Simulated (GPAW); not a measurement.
**A GW chain in GPAW: Ga2AsP (R3m)**

Aim: the G0W0 gap of Ga2AsP (R3m) on LDA, step by step.

Program: GPAW 26.7.0. Level of theory: LDA and many-body steps on it, plane waves. Results are calculated unless marked as measured.

Report form: the programs' logs are mostly left out.

### Step 1. Starting point

It takes space group R3m (No. 160, trigonal). Conventional cell: a = 3.930 Å, b = 3.930 Å, c = 19.252 Å, α = 90.00°, β = 90.00°, γ = 120.00°. Nearest to Ga lie 3 P at 2.39 Å and 1 As at 2.45 Å. Nearest to Ga lie 1 P at 2.36 Å and 3 As at 2.42 Å. Nearest to P lie 4 Ga at 2.36 to 2.39 Å. Nearest to As lie 4 Ga at 2.42 to 2.45 Å. Farther neighbours are not listed.

The cell and positions are those that the Materials Project relaxed with its own functionals (PBE, PBE+U or r2SCAN), kept fixed.

### Step 2. Ground state

This step: GPAW 26.7.0; DFT, LDA, plane waves, PAW.

The ground-state density comes first.

run.py reads:

```python
import json
import numpy as np
from gpaw.mpi import world
from ase import Atoms
from gpaw import GPAW, PW, FermiDirac

atoms = Atoms(['Ga', 'Ga', 'P', 'As'],
    cell=[[1.9651094380, 1.1345564630, 6.4172648725],
      [-1.9651094380, 1.1345564630, 6.4172648725],
      [0.0000000000, -2.2691129261, 6.4172648725]],
    scaled_positions=[[0.9975557000, 0.9975557000, 0.9975557000],
      [0.5024910400, 0.5024910400, 0.5024910400],
      [0.6250000000, 0.6250000000, 0.6250000000],
      [0.1249334700, 0.1249334700, 0.1249334700]],
    pbc=(True, True, True))
calc = GPAW(mode=PW(450),
    xc='LDA',
    kpts={'size': (8, 8, 8), 'gamma': True},
    occupations=FermiDirac(0.001),
    nbands=-8,
    convergence={'density': 1e-6, 'bands': -3},
    maxiter=100,
    txt='gs.txt')
atoms.calc = calc
res = {'energy': atoms.get_potential_energy()}
kpts = calc.get_ibz_k_points()
res['kpts'] = kpts
res['eigenvalues'] = [calc.get_eigenvalues(kpt=k) for k in range(len(kpts))]
res['n_electrons'] = calc.get_number_of_electrons()
calc.write('gs.gpw')

if world.rank == 0:
    with open('result.json', 'w') as f:
        json.dump(res, f, default=lambda x: x.tolist())
```

On the command line:

```bash
> mpirun -n 4 gpaw python run.py
```

Run time: 20 s. Hardware: 4 MPI ranks of Arm Neoverse V2, shared host; peak memory 0.85 GiB; 81 s of CPU time.

This step gave:

```
total energy               : -19.94 eV
gap                        : 0.8630 eV
k of the valence top       : 0, 0, 0
k of the conduction bottom : 0, 0, 0
least direct gap           : 0.8630 eV
```

The gap is direct, at Γ.

### Step 3. Empty states on the mesh, 4×4×4 mesh, 204 bands

The sums over transitions need many empty states on a uniform mesh; this step solves for them.

run.py reads:

```python
import json
import numpy as np
from gpaw.mpi import world
from gpaw import GPAW

calc = GPAW('gs.gpw').fixed_density(kpts={'size': (4, 4, 4), 'gamma': True},
    parallel={'domain': 1, 'band': 1},
    txt='nscf.txt')
calc.diagonalize_full_hamiltonian(nbands=204)
calc.write('full.gpw', mode='all')
res = {}
kpts = calc.get_ibz_k_points()
res['kpts'] = kpts
res['eigenvalues'] = [calc.get_eigenvalues(kpt=k) for k in range(len(kpts))]
res['n_electrons'] = calc.get_number_of_electrons()

if world.rank == 0:
    with open('result.json', 'w') as f:
        json.dump(res, f, default=lambda x: x.tolist())
```

On the command line:

```bash
> mpirun -n 4 gpaw python run.py
```

Run time: 33 s. Hardware: 4 MPI ranks; peak memory 2 GiB; 2.2 min of CPU time.

Numbers from this step:

* gap: 0.8630 eV
* k of the valence top: 0, 0, 0
* k of the conduction bottom: 0, 0, 0
* least direct gap: 0.8630 eV
* k points computed: 13
* lowest point of the top converged band, above the valence top: 90.1694 eV

On this mesh the gap is 0.863 eV.

### Step 4. Screening and self-energy, 4×4×4 mesh, 90 bands, screening to 60 eV

Now the one-shot GW correction: screening in the RPA, then the self-energy of the levels asked for.

This step: G0W0 on LDA, plane waves, PAW.

run.py reads:

```python
import json
import numpy as np
from gpaw.mpi import world
from gpaw.response.g0w0 import G0W0

gw = G0W0('full.gpw',
    filename='gw',
    kpts=[0],
    bands=(6, 10),
    ecut=60,
    nbands=90,
    integrate_gamma='WS',
    ppa=True)
gw.calculate()
res = {mode: {k: v for k, v in r.items() if k != 'sigma_eskwn'}
       for mode, r in gw.all_results.items()}

if world.rank == 0:
    with open('result.json', 'w') as f:
        json.dump(res, f, default=lambda x: x.tolist())
```

On the command line:

```bash
> mpirun -n 4 gpaw python run.py
```

Elapsed: 69 s, on 4 MPI ranks; peak memory 1.5 GiB; 4.6 min of CPU time.

This step gave:

* G0W0 gap on the points computed: 1.933 eV
* least direct G0W0 gap on the computed points: 1.933 eV
* Z at the valence top: 0.7857
* Z at the conduction bottom: 0.7907
* starting gap on the mesh: 0.8630 eV
* k of the valence top: 0, 0, 0
* k of the conduction bottom: 0, 0, 0

The gap on the mesh goes from 0.86 eV to 1.93 eV, a correction of +1.07 eV.

Limits: finite bands, cutoff and mesh; no spin-orbit coupling. v1 is the top filled band, c1 the lowest empty one. Levels before and after the correction, in eV, zero at the valence-band top of each column:

```
           conduction bottom  valence top
Kohn-Sham               0.86         0.00
     G0W0               1.93         0.00
```

```
             level  energy (eV)
Kohn-Sham  Γ v2-v1        0.000
Kohn-Sham     Γ c1        0.863
Kohn-Sham     Γ c2        1.140
     G0W0  Γ v2-v1        0.000
     G0W0     Γ c1        1.933
     G0W0     Γ c2        2.098
```

### Step 5. Where the time went

Times are wall times on 4 MPI ranks of Arm Neoverse V2, shared host, good to a factor of about two.

```
                     step  time  share  memory (GiB)
             ground state  20 s   17 %          0.85
 empty states on the mesh  33 s   27 %           2.0
screening and self-energy  69 s   57 %           1.5
```

### Step 6. Outcome

```
LDA gap              : 0.86 eV, direct
G0W0 gap on the mesh : 1.93 eV
GW settings          : 4×4×4 mesh, 90 bands, screening to 60 eV, Godby-Needs plasmon pole
known limits         : not at the basis limit; no spin-orbit coupling
```

In words: G0W0 moves the gap on the mesh from 0.86 eV to 1.93 eV (+1.07 eV), with Z of 0.79 and 0.79 at the edges. Only 1 of the mesh's irreducible points was corrected, so a valley elsewhere could overtake. The dearest step here is «screening and self-energy». Bands and cutoff are finite, so the gap is not at the basis limit. The miss can reach some tenths of an eV and take either sign; the mesh is an error of its own. These stock PAW sets were not made for GW; the filled d or f shell of As and Ga lies in the frozen core, which bears on start and correction. In the G0W0 run levels were corrected at 1 k point alone, so a gap called «on the mesh» is the least over those, and an edge elsewhere would be missed. The many-body steps are scalar-relativistic: spin-orbit coupling is not in them.

[Paths, hosts, dates, memory and timing lines, banners, echoed tables and standing remarks are left out of the program output.]

[Logs are printed without paths, hosts, clocks, repeated set-up lines and the standing remarks that a program may print on its own settings, such as how far it seeks lower states.]

[Runs of the session that timed out or met a known fault of the program may be left out.]

[Hosts, paths, dates, database ids (printed as entryN), source tags and the programs' standing remarks are cut or masked in the printed files.]
